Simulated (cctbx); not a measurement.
# Symmetry from intensities

Cell: a = 5.7870 Å, b = 7.9880 Å, c = 13.6450 Å, α = 90.00°, β = 90.00°, γ = 90.00°. Expected content of the cell: Ir8 Ga8 Ca12.

The data are simulated with cctbx, not measured: Mo Kα, λ = 0.71073 Å, to d = 0.77 Å, 95 % of the full sphere, strongest reflection 20000 counts, noise from counting, a 4 % proportional error and a noise floor of 8 counts (s.d.); no absorption.

Tests on the unmerged data give:

```text
5527 reflections to d = 0.770 A
centring   violations  <I/sigma> of those
    A       1761 of  2748     10.7
    B       1821 of  2736     10.8
    C       1802 of  2742     10.7
    I       1757 of  2771     10.5
    R       2337 of  3688     10.5
    F       2692 of  4113     10.7
Laue class    unique    Rint  (classes that these axes allow; Friedel mates merged)
P -1             2901   0.030
P 1 2/m 1        1565   0.036
P 1 1 2/m        1523   0.036
P 2/m 1 1        1602   0.036
P m m m           891   0.039
space group    extra absences  I>4sigma  <I/sigma>
P 2 2 2                 0          0         -  acentric
P 2 2 21               17          0      -0.5  acentric
P 2 21 2                8          0      -0.1  acentric
P 2 21 21              25          0      -0.4  acentric
P m m 2                 0          0         -  acentric
P 2 m m                 0          0         -  acentric
P m 2 m                 0          0         -  acentric
P m c 21              204          0      -0.1  acentric
P b 21 m              270          0      -0.0  acentric
P b m 2               270          0      -0.0  acentric
P 2 c m               204          0      -0.1  acentric
P b c 21              474          0      -0.0  acentric
P m m m                 0          0         -  centric
P b m m               270          0      -0.0  centric
P m c m               204          0      -0.1  centric
P b c m               474          0      -0.0  centric
Wilson B = 0.43 A^2   <|E^2-1|> = 0.954 (0.968 centric, 0.736 acentric)   E^2>4: 3.2 %
shell (A)         n   <I/sigma>
13.65 - 1.54    135     23.3
 1.54 - 1.22    110     25.1
 1.22 - 1.07    113     26.3
 1.07 - 0.97    108     24.1
 0.97 - 0.90    108     20.8
 0.90 - 0.85    105     20.7
 0.85 - 0.81    104     23.9
 0.81 - 0.77    108     22.8
```

Q: Read the symmetry from these tables.

Every centring test has many violations, so the lattice is primitive.

Rint stays low (0.030 to 0.039) up to P m m m, the highest class in these axes.

16 settings pass the absence test. The most absences obeyed, 474, belong to P b c 21 and P b c m, which absences can't tell apart.

⟨|E²−1|⟩ = 0.954 leans to a centrosymmetric structure. The Wilson B of 0.43 Å² means U ≈ 0.0054 Å².

The true group is Pbcm (no. 57), Laue class mmm, centrosymmetric. The tables only narrow the choice to the tied entries; cell content, site symmetry and trial solutions must settle it.

The model was made for the exercise: a known structure type with other elements put in, its volume estimated, not relaxed; displacement parameters are assumed.

[Logs are printed without paths, hosts, clocks, repeated set-up lines and the standing remarks that a program may print on its own settings, such as how far it seeks lower states.]
